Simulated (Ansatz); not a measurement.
# Is SnMoPd in the AlB2 type a stable metal?, part 2 of 3

Question: is the lattice of SnMoPd in the AlB2 type stable, and if so, what are its coupling constant and resistivity?

Ansatz 0.2.0; DFT PBE, scalar-relativistic, plane waves, PAW; PAW set soft_1.

So far. Step 2 (Rough relaxation): The largest force is now zero by symmetry and the largest stress component 0.032 GPa. Step 3 (Relaxing cell and atoms): The largest force is now zero by symmetry and the largest stress component 2.6e-4 GPa. The relaxed cell has a = 4.555, c = 2.927 Å (conventional setting).

The structure was built from a prototype and need not be the compound's stable phase.

## (4) Relaxing tightly for phonons

No force is left; the cell is relaxed once more with another smearing and tight thresholds.

The input, input.yaml:

```yaml
crystal:
  lattice:
    - [4.5552152575, 0.0, 0.0]
    - [-2.2776076287, 3.9449321327, 0.0]
    - [0.0, 0.0, 2.9274089255]
  atoms:
    - { symbol: Mo, position: [0.0, 0.0, 0.0] }
    - { symbol: Sn, position: [0.3333333333, 0.6666666667, 0.5] }
    - { symbol: Pd, position: [0.6666666667, 0.3333333333, 0.5] }
kpoints:
  mp_grid: { grid: [9, 9, 10] }
hamiltonian:
  xc: pbe
  pseudopotentials: { kind: paw, azcp: { folder: soft_1 } }
scf:
  occupations: { method: methfessel_paxton, width: 0.2 }
output:
  forces: true
  stress: true
  eigenvalues: true
relax:
  adjacent_minimum: "off"
  f_tol: 0.001
  max_steps: 60
  cell: { stress_tol: 0.01 }
```

Command:

```sh
$ ansatz run input.yaml --threads 4 --pin off --max-ram 12288MiB --backend cpu --events-out ev --progress --plain --runs-dir out
```

Numbers of over 12 decimals in the logs are rounded to 6 here.

What it wrote:

```text
[the first part of the log is left out]
  E_vxc        = -474.606370  (∫ρ·V_xc dr)
  E_paw        = -11393.922727  (= ΣΔE_a)
  E_vpaw       = -912.131322  (= ΣTr[D̂ρ^β])
  E_aug_tail   = 0.000584  (compensation charges beyond the density's cutoff)
  E_ewald      = -5668.888259
  E_smearing   = 0.000194  (= −TS)
  E_closure    = -0.000000  (closes the sum)
  Σ components = -17952.850954   (vs F -17952.850954, Δ=0.00e0)
[...]
--- Stress (GPa, compression-positive) ---
        0.003243       0.000000       0.000000
        0.000000       0.003243       0.000000
        0.000000       0.000000       0.004188
  P = ⅓ Tr σ = 0.0036 GPa (0.036 kbar)
--- Band table (eV; the first three rows and the last of 72) ---
[...]
--- Relaxed structure (3 steps of the walk, 3 accepted, 1 SCFs on fresh bases) ---
[...]
cell:  # Å, volume = 52.5985 Å³
    - [4.554286, -2.8861418948301983e-11, 0]
    - [-2.277143, 3.944127, 0]
    - [0, 0, 2.928208]
  atoms:
    - { symbol: Mo, position: [0, 0, 0] }
    - { symbol: Sn, position: [0.333333, 0.666667, 0.500000] }
    - { symbol: Pd, position: [0.666667, 0.333333, 0.500000] }
```

Elapsed: 13 s, on 4 threads of Intel Xeon at 2.80GHz (Skylake/Cascade Lake), shared host; peak memory 0.54 GiB.

Little changed from the start: no atom moved by 0.005 Å and no cell edge by 0.1 %.

Numbers from this step:

```yaml
pressure: 0.003558 GPa
volume_per_atom: 17.53 Å³/atom
```

The largest force is now zero by symmetry and the largest stress component 0.0042 GPa, small enough for phonons.

## (5) Lattice stability: q 2×2×2, k 4×4×6

Couplings are defined for a stable lattice alone, so phonons come first.

The input, input.yaml:

```yaml
crystal:
  lattice:
    - [4.5542859124, 0.0, 0.0]
    - [-2.2771429562, 3.9441272963, 0.0]
    - [0.0, 0.0, 2.9282076121]
  atoms:
    - { symbol: Mo, position: [0.0, 0.0, 0.0] }
    - { symbol: Sn, position: [0.3333333333, 0.6666666667, 0.5] }
    - { symbol: Pd, position: [0.6666666667, 0.3333333333, 0.5] }
kpoints:
  mp_grid: { grid: [4, 4, 6] }
hamiltonian:
  xc: pbe
  pseudopotentials: { kind: paw, azcp: { folder: soft_1 } }
scf:
  occupations: { method: methfessel_paxton, width: 0.2 }
output:
  eigenvalues: true
phonons:
  method: dfpt
  qmesh: [2, 2, 2]
  temperatures: { t_max: 1000, t_step: 50 }
  qpath:
    path:
      - [[0.0, 0.0, 0.0], [0.5, 0.0, 0.0], [0.33333333, 0.33333333, 0.0], [0.0, 0.0, 0.0], [0.0, 0.0, 0.5], [0.5, 0.0, 0.5], [0.33333333, 0.33333333, 0.5], [0.0, 0.0, 0.5]]
      - [[0.5, 0.0, 0.5], [0.5, 0.0, 0.0]]
      - [[0.33333333, 0.33333333, 0.5], [0.33333333, 0.33333333, 0.0]]
    npoints: 10
```

What it wrote:

```text
Warning: phonons: the dynamical matrix that this run interpolates holds no multipole term above the dipole-dipole one, and a site of this crystal is no centre of inversion, so its interpolated transverse optical and acoustic branches and sound speeds can stay off near Gamma, and the density of states and the thermodynamics with them. What a run solves at a wave vector of phonons.qpoints, Gamma apart, where the deck admits one, is free of this, and under fd what a larger phonons.supercell samples
[...]
Crystal: 3 atoms, lattice volume = 52.598 Å³
Basis set: ecut = 420 eV, 1023 PW (Γ), exchange–correlation on 64×64×40 points (8 copies of the dense FFT grid, shifted against one another)
Bands: 28, of which v1, the nominal top of the filled ones, is band 23 counted from 1 (22 counted from 0)
Symmetry: 12 space group operations
k-points: 16 of 96 (time reversal used)
[...]
SCF iter   1: F=—  HF=-17957.926198 eV  |F-HF|=—  |Δ(HF+E_count)|=         —  Δρ=2.26e-1  dr2=4.50e1  ethr=3.10e-3  ⟨swp⟩=5.2  Hψ=1874  notcnv=0
[...]
SCF iter  12: F=-17952.854316 eV  HF=-17952.854316 eV  |F-HF|=0.00e0  |Δ(HF+E_count)|=  7.28e-12  S|Δr|=    0.00e0  Δρ=2.86e-8  dr2=3.99e-13  ethr=1.00e-12  ⟨swp⟩=5.5  Hψ=1820  notcnv=0
SCF 1 converged in 12 iterations: F = -17952.854316 eV  dr2 = 3.99e-13
[...]
SCF iter   1: F=—  HF=-17952.854314 eV  |F-HF|=—  |Δ(HF+E_count)|=         —  Δρ=6.90e-7  dr2=3.59e-10  ethr=2.58e-8  ⟨swp⟩=3.8  Hψ=3073  notcnv=0
eigensolver tolerance schedule: the retry pair's looser diagonalisation over-reported the residual by 33078.10 of it (diagonalisation noise at 0.38 of the residual, at the tolerance the schedule requests for it); recorded, not acted on — ethr = c·dr2/N_el stays at c = 1.0e-1
[...]
SCF iter   2: F=—  HF=-17952.854316 eV  |F-HF|=—  |Δ(HF+E_count)|=   1.78e-6  S|Δr|=    0.00e0  Δρ=5.81e-7  dr2=2.39e-10  ethr=1.00e-12  ⟨swp⟩=3.3  Hψ=1075  notcnv=0
[...]
SCF iter   6: F=-17952.854316 eV  HF=-17952.854316 eV  |F-HF|=0.00e0  |Δ(HF+E_count)|=    0.00e0  S|Δr|=    0.00e0  Δρ=8.61e-8  dr2=5.74e-12  ethr=1.00e-12  ⟨swp⟩=1.0  Hψ=960  notcnv=0
SCF 2 converged in 6 iterations: F = -17952.854316 eV  dr2 = 5.74e-12
phonons: the bands overlap, so this run is a metal and interpolates without the dipole-dipole term. If the crystal is really an insulator or semiconductor, its LO-TO splitting is missing
NSCF: frozen V_eff on 16 k-points
[...]
DFPT response loops at q = (0, 0, 0) (fractional): preconditioner auto → Kerker (q_TF=auto, 2.668 Å⁻¹) (partly filled bands, converged f_vac=0.000); β = 1.00, the filter's whole step (`scf.mixing.beta` (0.50) is not read by the response loops under this deck's `scf.mixing.preconditioner`; to damp them name `kerker` or `kerker_dos`, under which they read `scf.mixing.beta`, and type it under 1.00, their step now; both keys bind the ground state too); Broyden in place of MSR1
[...]
SCF converged after 12 iterations
Stability not checked: this state was not tested for a lower state beside it, because cold or Methfessel-Paxton smearing, or corrected tetrahedra, fill the levels in a way that the test cannot read (fill_not_monotonic; see scf.lower_state_search)
Free energy (F): -17952.854316 eV
[...]
Internal energy: -17952.847006 eV  (E = F + TS)
E sigma→0 (E₀):  -17952.852489 eV
Entropy (-TS):   -0.007310 eV (-2.437 meV/atom)
Fermi energy:    17.803652 eV
[...]
--- Band table (eV; the first three rows and the last of 16) ---
  k-point 0: bands = [... 19 lower, 15.5195, 15.5964, 15.5964, 18.9308, 18.9308, 19.4153, 21.5525, 21.5525, ... 1 higher]
  k-point 1: bands = [... 19 lower, 16.1392, 16.3313, 16.3313, 18.2095, 18.2095, 19.6378, 21.6519, 22.4844, ... 1 higher]
  k-point 2: bands = [... 19 lower, 17.1036, 17.1036, 17.2441, 17.7191, 17.7191, 19.7946, 20.4085, 22.0201, ... 1 higher]
  k-point 15: bands = [... 19 lower, 15.3569, 16.1761, 16.6838, 17.3530, 18.2430, 19.6862, 19.9209, 20.9160, ... 1 higher]
--- Phonons (Γ-DFPT): 6 representative perturbations + reference (Σ response iterations 18) ---
  ASR residual: 4.494e-5 → 0.000e0 eV/Å²; symmetrization residual: 2.082e-5 eV/Å²
  ASR residual per site (eV/Å²): 4.49e-5 2.14e-5 4.48e-5
  Γ frequencies (cm⁻¹): 0.00 0.00 0.00 42.67 118.34 150.18 150.18 213.78 213.78
--- Phonons (arbitrary-q DFPT): 4 irreducible q on the 2×2×2 mesh ---
  q = [0.0000, 0.0000, 0.0000] (star 1, of the zone-centre solve; hermiticity 3.55e-6, symmetrization 6.45e-12): -0.00 0.00 0.00 42.67 118.34 150.18 150.18 213.78 213.78
  q = [0.0000, 0.0000, -0.5000] (star 1, 6 solved perturbations in 132 linear systems a pass and spin channel, the states on 28 of 96 k-point pairs; hermiticity 1.81e-6, symmetrization 7.81e-7): -99.82 82.43 82.43 93.97 107.30 107.30 190.09 199.56 199.56
  q = [0.0000, -0.5000, 0.0000] (star 3, 9 solved perturbations on 28 of 96 k-point pairs; hermiticity 5.39e-5, symmetrization 2.01e-5): 27.55 60.11 72.64 93.90 95.94 97.60 146.32 188.45 220.37
[...]
sum rule: each row above includes the acoustic sum rule's correction from the zone centre's row sums; it moved no ω² by more than (0.36 cm⁻¹)²
  mesh force constants: q→R imaginary residual 1.51e-17; ASR residual 4.494e-5 → 0.000e0 eV/Å²; symmetrization residual 5.329e-15 eV/Å²
  interpolated dispersion: 93 rows × 9 modes
  density of states and harmonic sums: on the 16×16×22 q-mesh, interpolated from the force constants of a 2×2×2 supercell (no non-analytic term)
  largest difference from the sums on the solved wave vectors: F 6.44e-2 eV, S 9.01e-5 and C_V 2.61e-5 eV/K
  zero-point energy: 0.066082 eV/cell   skipped modes (ω ≤ 0): 208, of them read as no rigid motion or as one in doubt: 205 (5.760e-1 modes/cell left out, lowest -100.92 cm⁻¹)   left out of the sums: 6.41e-2 of the cell's modes: C_V's classical limit lies that fraction below 3 k_B per atom; for a crystal, a wire or a layer, F and S can be off by more, and a phonons.interpolated_qmesh denser along its periods is the remedy for the sampling
```

Run time: 29 s. Hardware: 4 threads; peak memory 0.62 GiB.

This step gave:

```
share of imaginary modes in the plain interpolation between solved wavevectors : 0.0632
highest frequency, solved or plainly interpolated                              : 220.4 cm⁻¹
```

Solved on the 2×2×2 mesh alone; all other wavevectors are interpolated. Phonon branches along the path, in cm⁻¹:

| point | branch 1 | branch 2 | branch 3 | branch 4 | branch 5 | branch 6 | branch 7 | branch 8 | branch 9 |
| --- | --- | --- | --- | --- | --- | --- | --- | --- | --- |
| Γ | 0 | 0 | 0 | 43 | 118 | 150 | 150 | 214 | 214 |
| halfway | 30 | 35 | 48 | 92 | 110 | 127 | 127 | 206 | 218 |
| M | 28 | 60 | 73 | 94 | 96 | 98 | 146 | 188 | 220 |
| halfway | 38 | 49 | 71 | 91 | 92 | 99 | 154 | 187 | 219 |
| K | 39 | 48 | 72 | 85 | 89 | 99 | 165 | 182 | 217 |
| halfway | 36 | 36 | 49 | 106 | 107 | 120 | 123 | 204 | 218 |
| Γ | 0 | 0 | 0 | 43 | 118 | 150 | 150 | 214 | 214 |
| halfway | -40 | 46 | 46 | 81 | 136 | 136 | 143 | 207 | 207 |
| A | -100 | 82 | 82 | 94 | 107 | 107 | 190 | 200 | 200 |
| halfway | -100 | 72 | 100 | 109 | 119 | 134 | 187 | 192 | 204 |
| L | -92 | 60 | 107 | 128 | 130 | 151 | 182 | 187 | 208 |
| halfway | -90 | 60 | 107 | 135 | 136 | 150 | 172 | 186 | 212 |
| H | -87 | 59 | 108 | 142 | 149 | 152 | 154 | 186 | 214 |
| halfway | -98 | 69 | 102 | 115 | 124 | 137 | 186 | 188 | 206 |
| A | -100 | 82 | 82 | 94 | 107 | 107 | 190 | 200 | 200 |
| jump to L | -92 | 60 | 107 | 128 | 130 | 151 | 182 | 187 | 208 |
| halfway | -32 | 60 | 91 | 112 | 114 | 131 | 155 | 186 | 215 |
| M | 28 | 60 | 73 | 94 | 96 | 98 | 146 | 188 | 220 |
| jump to H | -87 | 59 | 108 | 142 | 149 | 152 | 154 | 186 | 214 |
| halfway | -27 | 54 | 91 | 113 | 115 | 137 | 164 | 174 | 216 |
| K | 39 | 48 | 72 | 85 | 89 | 99 | 165 | 182 | 217 |

The phonon branches as a text plot (rows in cm⁻¹):

```
    214 |********************        ********     ***************
    200 |   **      **       ********        *****
    187 |     ******           ***************************     **
    174 |                     *        **  **     **      *****
    160 |       ***          *           **         *    ********
    147 |**   **   *   ******        ********     ********  *
    133 |  * *      * *     **      *****  ****   *      ***
    120 |** *        * *****  **  ****       ***  ****      **
    107 |  ***     ****         ******************** *** *** ****
     93 |    ******** *       ******          ****  * ***   * ***
     80 |  *      *         **  ****          ****   ****    ****
     66 |    ********      *  **    ****   ***    *******     **
     53 | * ***** *  *   **  *          ***           ** *****  *
     40 |****   *********   *                           *     ***
     26 |*******      * * **                         *       *
     13 |*             **** *
      0 |
    -14 |
    -27 |
    -41 |
    -54 |                                           *       *
    -67 |                    *                     *       *
    -81 |                     *           *       *      **
    -94 |                      *********** *******
         Γ    M   K      Γ       A    L   H     A|L     M|H     K
```

Lowest modes at the softest wavevector of the mesh. The modes at q = (0.000, 0.000, 0.500) (shares of kinetic energy by element, %) (negative means imaginary):

| mode | frequency (cm⁻¹) | Mo % | Sn % | Pd % |
| --- | --- | --- | --- | --- |
| 1 | -99.8 | 100 | 0 | 0 |
| 2 | 82.4 | 0 | 51 | 49 |
| 3 | 82.4 | 0 | 51 | 49 |
| 4 | 94.0 | 0 | 5 | 95 |
| 5 | 107.3 | 100 | 0 | 0 |
| 6 | 107.3 | 100 | 0 | 0 |

Displacements in mode 1 (-99.8 cm⁻¹), the largest set to 1, in the home cell:
```
Mo1 0.00 0.00 1.00
Sn2 0.00 0.00 0.00
Pd3 0.00 0.00 0.00
```

Displacements in mode 4 (94.0 cm⁻¹), the largest set to 1, in the home cell:
```
Mo1  0.00  0.00  0.00
Sn2  0.00  0.00 -0.23
Pd3  0.00  0.00  1.00
```

Among the solved wavevectors the lowest mode, translations apart, is -99.8 cm⁻¹, imaginary.

(Part 2 of 3 ends here.)

[Logs are printed without paths, hosts, clocks, repeated set-up lines and the standing remarks that a program may print on its own settings, such as how far it seeks lower states.]

[Hosts, paths, dates, database ids (printed as entryN), source tags and the programs' standing remarks are cut or masked in the printed files.]
